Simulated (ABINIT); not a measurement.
# BP (F-43m): refractive index against wavelength

The refractive index of BP (F-43m) below the direct gap (3.41 eV on the mesh) is read from one computed spectrum, n = √(Re ε).

The structure is cubic, space group F-43m (No. 216). Conventional cell: a = 4.538 Å, b = 4.538 Å, c = 4.538 Å, α = 90.00°, β = 90.00°, γ = 90.00°. P on site c is surrounded by 4 B at 1.97 Å. B on site a has 4 P at 1.97 Å as nearest neighbours.

Method: ABINIT 10.8.3, PBE, independent particles, k-mesh 13×13×13, Lorentzian half width 0.05 eV.

Launch of the response step: `optic optic.abi`. The run took 13 s, its band step included, on 4 threads of AMD EPYC 9R45 96-Core Processor (Zen 5), with other jobs on the host.

```tsv
wavelength (nm)	photon energy E (eV)	n
1550	0.800	3.1024
1310	0.946	3.1132
1064	1.165	3.1332
850	1.459	3.1680
700	1.771	3.2165
633	1.959	3.2523
532	2.331	?
```

In the single-oscillator model n² − 1 = E₀E_d/(E₀² − E²), so 1/(n² − 1) = E₀/E_d − E²/(E₀E_d) is linear in E².

Working, on the rows shown:

| x = E² (eV²) | y = 1/(n² − 1) |
| --- | --- |
| 0.639837 | 0.115944 |
| 0.895757 | 0.115048 |
| 1.35784 | 0.113418 |
| 2.12762 | 0.110666 |
| 3.13716 | 0.106999 |
| 3.83641 | 0.104412 |

Means: x̄ = 1.9991, ȳ = 0.11108. Σ(x − x̄)(y − ȳ) = -0.02944, Σ(x − x̄)² = 8.164. Slope = -0.02944 / 8.164 = -0.003606; intercept = ȳ − slope · x̄ = 0.11829. Turned back into n, the line misses the rows shown by at most 0.00062.

**Question.** What does the fit predict for the withheld row, and how well does it do?

**Answer.** At x = 5.4314 the line gives y = 0.098705, that is 3.3364. The run gave 3.3421, so the extrapolation is off by 0.0057, 2 % of the range in the table.

Refitted with all rows, the slope is -0.003666 and the intercept 0.11839. These give E₀ = √(intercept/−slope) = 5.68 eV and E_d = E₀/intercept = 48.0 eV; E₀ is 1.7 times the direct gap. The electronic limit at long wavelengths, without lattice vibrations, is n = √(1 + 1/intercept) = 3.074. Excitons are left out and so are local fields; PBE gaps are as a rule too small. The values come from a sum over the points of one k-mesh and carry its error, which grows as the direct gap shrinks.

[Logs are printed without paths, hosts, clocks, repeated set-up lines and the standing remarks that a program may print on its own settings, such as how far it seeks lower states.]
